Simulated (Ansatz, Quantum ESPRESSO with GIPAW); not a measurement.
# 19F and 25Mg NMR of KMgF3, calculated

Wanted: NMR shieldings and quadrupolar couplings for each site of KMgF3.

Main program and level: Quantum ESPRESSO with GIPAW 8.0dev (patched build); DFT, PBE, plane-wave PAW (pslibrary 1.0.0 recipes), scalar-relativistic, GIPAW; a patched development version of the program.

## (1) Set-up

It takes space group Pm-3m (No. 221, cubic). The conventional cell has a = 3.986 Å, b = 3.986 Å, c = 3.986 Å, α = 90.00°, β = 90.00°, γ = 90.00°. Nearest to K lie 12 F at 2.82 Å. Nearest to Mg lie 6 F at 1.99 Å. Nearest to F lie 2 Mg at 1.99 Å and 4 K at 2.82 Å. Farther neighbours and most contacts between anions are not listed.

Structure file:

```cif
data_structure
_symmetry_space_group_name_H-M 'P 1'
_symmetry_Int_Tables_number 1
_cell_length_a 3.9859
_cell_length_b 3.9859
_cell_length_c 3.9859
_cell_angle_alpha 90.000
_cell_angle_beta 90.000
_cell_angle_gamma 90.000
_cell_volume 63.33
loop_
_atom_site_label
_atom_site_type_symbol
_atom_site_fract_x
_atom_site_fract_y
_atom_site_fract_z
_atom_site_occupancy
K1 K 0.50000 0.50000 0.50000 1
Mg2 Mg 0.00000 0.00000 0.00000 1
F3 F 0.00000 0.00000 0.50000 1
F4 F 0.00000 0.50000 0.00000 1
F5 F 0.50000 0.00000 0.00000 1
```

The cell is an entry of the Crystallography Open Database; it need not be the form that is stable at ambient conditions.

## (2) The SCF step

First the ground state. The response equations take the occupied wavefunctions as exact, so conv_thr is set much tighter than for an energy. No empty states are asked for: the response is solved without them. The mesh has a spacing of 0.40 Å⁻¹ at most. The PAW files were made with ld1.x from the pslibrary 1.0.0 recipes, with GIPAW reconstruction switched on.

The input, scf.in:

```
&control
  calculation = 'scf'
  prefix = 'x'
  outdir = './tmp/'
  pseudo_dir = './'
/
&system
  ibrav = 0
  nat = 5
  ntyp = 3
  ecutwfc = 65
  ecutrho = 390
  nbnd = 20
/
&electrons
  conv_thr = 1.0d-10
  mixing_beta = 0.7
  electron_maxstep = 100
/
ATOMIC_SPECIES
  K 39.098 K.pbe-spn-kjpaw_psl.1.0.0-gipaw.UPF
  Mg 24.305 Mg.pbe-spnl-kjpaw_psl.1.0.0-gipaw.UPF
  F 18.998 F.pbe-n-kjpaw_psl.1.0.0-gipaw.UPF
CELL_PARAMETERS angstrom
  3.98590000 0.00000000 0.00000000
  0.00000000 3.98590000 0.00000000
  0.00000000 0.00000000 3.98590000
ATOMIC_POSITIONS crystal
  K 0.50000000 0.50000000 0.50000000
  Mg 0.00000000 0.00000000 0.00000000
  F 0.00000000 0.00000000 0.50000000
  F 0.00000000 0.50000000 0.00000000
  F 0.50000000 0.00000000 0.00000000
K_POINTS automatic
  4 4 4 1 1 1
```

Launch:

```sh
> mpirun -np 2 pw.x -nk 2 -in scf.in > scf.out
```

What it wrote:

```text
using ibrav=0 with symmetry is DISCOURAGED, use correct ibrav instead

     bravais-lattice index     =            0
     lattice parameter (alat)  =       7.5323  a.u.
     unit-cell volume          =     427.3422 (a.u.)^3
     number of atoms/cell      =            5
     number of atomic types    =            3
     number of electrons       =        40.00
     number of Kohn-Sham states=           20
     kinetic-energy cutoff     =      65.0000  Ry
     charge density cutoff     =     390.0000  Ry
     scf convergence threshold =      1.0E-10
     mixing beta               =       0.7000
     number of iterations used =            8  plain     mixing
     Exchange-correlation= SLA-PW-PBX-PBC
                           (   1   4   3   4   0   0   0)
[...]
K                 9.00    39.09800     K ( 1.00)
     Mg               10.00    24.30500     Mg( 1.00)
     F                 7.00    18.99800     F ( 1.00)

     48 Sym. Ops., with inversion, found
[...]
number of k points=     4
[...]
Dense  grid:    55515 G-vectors     FFT dimensions: (  48,  48,  48)

     Smooth grid:    30215 G-vectors     FFT dimensions: (  40,  40,  40)

     Check: negative core charge=   -0.000011

     Initial potential from superposition of free atoms

     starting charge      39.9803, renormalised to      40.0000
     Starting wfcs are   25 randomized atomic wfcs

     Self-consistent Calculation

     iteration #  1     ecut=    65.00 Ry     beta= 0.70
     Davidson diagonalization with overlap
     ethr =  1.00E-02,  avg # of iterations =  2.0

     total energy              =    -432.96497137 Ry
     estimated scf accuracy    <       0.56202003 Ry

     iteration #  2     ecut=    65.00 Ry     beta= 0.70
     Davidson diagonalization with overlap
     ethr =  1.41E-03,  avg # of iterations =  3.5

     total energy              =    -433.13742837 Ry
     estimated scf accuracy    <       0.50858109 Ry

     iteration #  3     ecut=    65.00 Ry     beta= 0.70
     Davidson diagonalization with overlap
     ethr =  1.27E-03,  avg # of iterations =  2.0

     total energy              =    -433.23222755 Ry
     estimated scf accuracy    <       0.00253296 Ry

[...]
total energy              =    -433.23401060 Ry
[...]
iteration # 10     ecut=    65.00 Ry     beta= 0.70
     Davidson diagonalization with overlap
     ethr =  7.04E-13,  avg # of iterations =  2.0

     total energy              =    -433.23401060 Ry
     estimated scf accuracy    <          1.5E-10 Ry

     iteration # 11     ecut=    65.00 Ry     beta= 0.70
     Davidson diagonalization with overlap
     ethr =  3.71E-13,  avg # of iterations =  2.0

     End of self-consistent calculation
     [one-electron energies left out]

!    total energy              =    -433.23401060 Ry
     total all-electron energy =     -2204.981152 Ry
     estimated scf accuracy    <          4.8E-12 Ry

     The total energy is the sum of the following terms:
     one-electron contribution =    -179.73852861 Ry
     hartree contribution      =     108.53865322 Ry
     xc contribution           =     -58.10252895 Ry
     ewald contribution        =    -200.03667069 Ry
     one-center paw contrib.   =    -103.89493558 Ry

     convergence has been achieved in  11 iterations
[...]
JOB DONE.
```

Wall time 22 s (2 MPI ranks of Arm Neoverse N1, shared host); peak memory 0.34 GiB.

It converged in 11 cycles to an estimated accuracy of 5e-12 Ry, on 4 irreducible k-points.

## (3) Magnetic response

A uniform field breaks periodicity, so gipaw.x applies it as a wave of small q and takes the limit. It solves for the first-order states, builds the induced current and gets the field at each nucleus by Biot–Savart; the PAW spheres add what the smooth waves miss near the nuclei. pawproj makes the reconstruction use the PAW data sets' own projectors.

The input, nmr.in:

```
&inputgipaw
  job = 'nmr'
  prefix = 'x'
  tmp_dir = './tmp/'
  restart_mode = 'from_scratch'
  verbosity = 'low'
  q_gipaw = 0.01
  spline_ps = .true.
  conv_threshold = 1.0d-14
  use_nmr_macroscopic_shape = .false.
  pawproj(1) = .true.
  pawproj(2) = .true.
  pawproj(3) = .true.
/
```

Launch:

```sh
> mpirun -np 2 gipaw.x -in nmr.in > nmr.out
```

What it wrote:

```text
[banner, memory and clock lines left out]
[a note of our patched build left out]

     Parallelizing q-star over 1 images

     IMPORTANT: XC functional enforced from input :
     Exchange-correlation= PBE
                           (   1   4   3   4   0   0   0)
     Any further DFT definition will be discarded
     Please, verify this is what you really want

     Check: negative core charge=   -0.000011
[...]
projs nearly linearly dependent: l=0  n1,n2= 1, 2  s=  0.99585241
[...]
alpha_pv=    141.3536 eV

     spline_ps is .false., expect some extrapolation errors

     q-space interpolation up to    78.00 Rydberg

     GIPAW job: nmr
     NMR macroscopic correction: no
[...]
Computing the magnetic susceptibility     isolve=0    ethr=  0.1000E-13
     Starting from scratch
     k-point #    1 of     4      pool #  1    cpu time:      10.0
[...]
End of magnetic susceptibility calculation

     f-sum rule (1st term):
           -32.9273          0.0000          0.0000
             0.0000        -32.9273          0.0000
             0.0000          0.0000        -32.9273

     f-sum rule (2nd term):
            -1.3396          0.0000          0.0000
             0.0000         -1.3396          0.0000
             0.0000          0.0000         -1.3396

     f-sum rule (should be   -34.2645):
           -34.2669          0.0000          0.0000
             0.0000        -34.2669          0.0000
             0.0000          0.0000        -34.2669

[... susceptibilities left out ...]
     Contributions to the NMR chemical shifts: -------------------------------

     Macroscopic shape contribution in ppm:                    0.00
             0.0000          0.0000          0.0000
             0.0000          0.0000          0.0000
             0.0000          0.0000          0.0000

     Core contribution in ppm:

     Atom  1  K   pos: (  0.500000  0.500000  0.500000)  core sigma:        1193.41
     Atom  2  Mg  pos: (  0.000000  0.000000  0.000000)  core sigma:         412.82
     Atom  3  F   pos: (  0.000000  0.000000  0.500000)  core sigma:         306.42
     Atom  4  F   pos: (  0.000000  0.500000  0.000000)  core sigma:         306.42
     Atom  5  F   pos: (  0.500000  0.000000  0.000000)  core sigma:         306.42

     Bare contribution in ppm:

     Atom  1  K   pos: (  0.500000  0.500000  0.500000)  bare sigma:         119.03
[...]
Atom  2  Mg  pos: (  0.000000  0.000000  0.000000)  bare sigma:          93.96
[...]
Atom  3  F   pos: (  0.000000  0.000000  0.500000)  bare sigma:          96.83
[...]
Atom  4  F   pos: (  0.000000  0.500000  0.000000)  bare sigma:          96.83
[...]
Atom  5  F   pos: (  0.500000  0.000000  0.000000)  bare sigma:          96.83
[...]
Diamagnetic contribution in ppm:

     Atom  1  K   pos: (  0.500000  0.500000  0.500000)  dia sigma:          -4.07
[...]
Atom  2  Mg  pos: (  0.000000  0.000000  0.000000)  dia sigma:         169.91
[...]
Atom  3  F   pos: (  0.000000  0.000000  0.500000)  dia sigma:          43.29
[...]
Atom  4  F   pos: (  0.000000  0.500000  0.000000)  dia sigma:          43.29
[...]
Atom  5  F   pos: (  0.500000  0.000000  0.000000)  dia sigma:          43.29
[...]
Paramagnetic contribution in ppm:

     Atom  1  K   pos: (  0.500000  0.500000  0.500000)  para sigma:        -226.19
[...]
Atom  2  Mg  pos: (  0.000000  0.000000  0.000000)  para sigma:         247.67
[...]
Atom  3  F   pos: (  0.000000  0.000000  0.500000)  para sigma:         189.39
[...]
Atom  4  F   pos: (  0.000000  0.500000  0.000000)  para sigma:         189.39
[...]
Atom  5  F   pos: (  0.500000  0.000000  0.000000)  para sigma:         189.39
[...]
Paramagnetic US occ-occ contribution in ppm:

     Atom  1  K   pos: (  0.500000  0.500000  0.500000)  para_oo sigma:          -1.18
[...]
Atom  2  Mg  pos: (  0.000000  0.000000  0.000000)  para_oo sigma:          -1.99
[...]
Atom  3  F   pos: (  0.000000  0.000000  0.500000)  para_oo sigma:          -1.63
[...]
Atom  4  F   pos: (  0.000000  0.500000  0.000000)  para_oo sigma:          -1.63
[...]
Atom  5  F   pos: (  0.500000  0.000000  0.000000)  para_oo sigma:          -1.63
[...]
Paramagnetic US L_R Q_R contribution in ppm:

     Atom  1  K   pos: (  0.500000  0.500000  0.500000)  para_lq sigma:         104.43
[...]
Atom  2  Mg  pos: (  0.000000  0.000000  0.000000)  para_lq sigma:        -361.74
[...]
Atom  3  F   pos: (  0.000000  0.000000  0.500000)  para_lq sigma:        -300.69
[...]
Atom  4  F   pos: (  0.000000  0.500000  0.000000)  para_lq sigma:        -300.69
[...]
Atom  5  F   pos: (  0.500000  0.000000  0.000000)  para_lq sigma:        -300.69
[...]
Total NMR chemical shifts in ppm: ---------------------------------------
     (adopting the Simpson convention for anisotropy and asymmetry)-----------

     Atom  1  K   pos: (  0.500000  0.500000  0.500000)  Total sigma:        1185.45
          1185.4481          0.0000          0.0000
             0.0000       1185.4481          0.0000
             0.0000          0.0000       1185.4481

     K       1    anisotropy:      0.00    eta:    0.0000
[...]
Atom  2  Mg  pos: (  0.000000  0.000000  0.000000)  Total sigma:         560.63
           560.6261         -0.0000         -0.0000
            -0.0000        560.6261          0.0000
             0.0000         -0.0000        560.6261

     Mg      2    anisotropy:     -0.00    eta:    0.0000
[...]
Atom  3  F   pos: (  0.000000  0.000000  0.500000)  Total sigma:         333.60
           331.6453         -0.0000          0.0000
            -0.0000        331.6453          0.0000
             0.0000         -0.0000        337.5244

     F       3    anisotropy:      5.88    eta:    0.0000
[...]
Atom  4  F   pos: (  0.000000  0.500000  0.000000)  Total sigma:         333.60
[... its tensor is left out ...]
     Atom  5  F   pos: (  0.500000  0.000000  0.000000)  Total sigma:         333.60
[... its tensor is left out ...]
```

It took 16 min on 2 MPI ranks; peak memory 0.26 GiB.

The f-sum rule is met to 0.0024 of 34.3 (0.007 %). Converged shieldings require that this miss be small, but a small miss does not prove them.

From the symmetric part of each tensor, with principal values σ11 ≤ σ22 ≤ σ33: σ_iso is their mean, the span is σ33 − σ11 and the skew 3(σ_iso − σ22)/span. (gipaw.x prints an anisotropy in another convention.)

```
site  atom no.  atoms in cell  σ_iso (ppm)  span (ppm)  skew
   K         1              1       1185.5         0.0     -
  Mg         2              1        560.6         0.0     -
   F         3              3        333.6         5.9  1.00
```

The macroscopic shape term is switched off. For a spherical sample the valence susceptibility of this run would add about 9 ppm to every site, a rough estimate, since the susceptibility converges slowly and lacks part of the PAW terms. Differences within the crystal don't depend on it, but shieldings of different compounds can't be compared to better than a few ppm without it.

K and Mg sit on cubic site symmetry, where the tensor must be isotropic. An axis of order three or more runs through F, so two principal values coincide and the skew is ±1. In this run the largest span is that of F (site symmetry 4/mmm), with principal values 331.6, 331.6 and 337.5 ppm.

The quadrupolar nuclei (25Mg and 39K) sit on sites where the field gradient vanishes by symmetry, so they have no quadrupolar coupling.

## (4) NMR parameters by site

A shielding is counted from the bare nucleus and a shift from a reference compound, with the opposite sign. A fitted line does better than one reference, as its slope takes up part of the functional's error.

To turn shieldings into shifts, lines fitted to measured solids are used. 19F: δ = (115.5 − σ) / 1.179, zero at CFCl3, fitted to 7 measured values, from BaF2, CdF2, KF, LiF, MgF2, NaF and ZnF2, with a scatter of 6.5 ppm r.m.s. (CaF2 fall off this line, as semilocal functionals put their cations' empty d or f shells too low, and are left out), on σ without the shape term. Kinds of site that fitted badly were split off after the misses were seen, so the scatter is that of the points kept.

Covalently bonded atoms count as neighbours within 1.18 times the sum of their radii. Otherwise a cation's neighbours lie within 1.2 times its shortest bond (1.3 for large cations, each anion's radius taken off where they differ), and an anion's are the cations that count it.

```
site  atom no.  atoms in cell    surroundings     bonds (Å)  δ_iso (ppm)
   K         1              1            KF12         2.818            -
  Mg         2              1            MgF6         1.993            -
   F         3              3  bound to Mg2K4  1.99 to 2.82       -185.0
```

Simulated spectrum, 19F MAS at 62.5 kHz, 23.5 T (941.8 MHz), lines broadened by 2 ppm; rigid lattice, with dipolar and J couplings left out: a single narrow line at -185.0 ppm.

## (5) Cost against result

Each row names what was changed: another functional shows how far the paramagnetic term hangs on the exchange-correlation form.

Changes of σ_iso (ppm) against the run above (PBE, cutoffs 65 and 390 Ry, mesh 4×4×4, 10 min). Times are CPU times of pw.x and gipaw.x together, on 2 MPI ranks of Arm Neoverse N1, shared host; on a shared host they are rough.

```
     run  CPU time  f-sum miss     K    Mg     F
Wu-Cohen   8.9 min      0.0023  -6.9  -2.9  -5.9
```

## (6) What goes wrong with a poor setting

For contrast, the same job on a spoilt input.

Edit scf.in of step 2 so:

```diff
@@ -10,3 +10,3 @@
   ntyp = 3
-  ecutwfc = 65
+  ecutwf = 65
   ecutrho = 390
```

Launch:

```sh
> mpirun -np 2 pw.x -nk 2 -in scf.in > scf.out
```

Run time: 1.1 s. Hardware: 2 MPI ranks; peak memory 0.09 GiB.

The run gave no usable result. The fault: a misspelt key. 

## (7) Summary of results

| Property | Result |
| --- | --- |
| 19F shift | -185.0 ppm |
| 25Mg shielding without shape term | 560.6 ppm |
| 39K shielding without shape term | 1185.5 ppm |

In words: 19F has one site (bound to Mg2K4), with isotropic shift -185.0 ppm. A finer mesh and a higher cutoff were not carried through on these files. The largest change with the functional is 6.9 ppm in absolute shielding; part of that drops out once each functional has its own reference line. This build of gipaw.x prints that it is not audited and that its numbers are no references by themselves. It also reports spline_ps as false although the input sets it; why was not traced. 2 further runs of this session failed or came with warnings and are not shown (1 stopped by an error and 1 crashed).

[Banner, clock, file and message-heading lines were taken out of the pw.x and gipaw.x logs.]

[Logs are printed without paths, hosts, clocks, repeated set-up lines and the standing remarks that a program may print on its own settings, such as how far it seeks lower states.]

[Hosts, paths, dates, database ids (printed as entryN), source tags and the programs' standing remarks are cut or masked in the printed files.]

[Where no reference line passes its bar on scatter, no shift is given, so a measured shift of this compound may stand uncompared.]
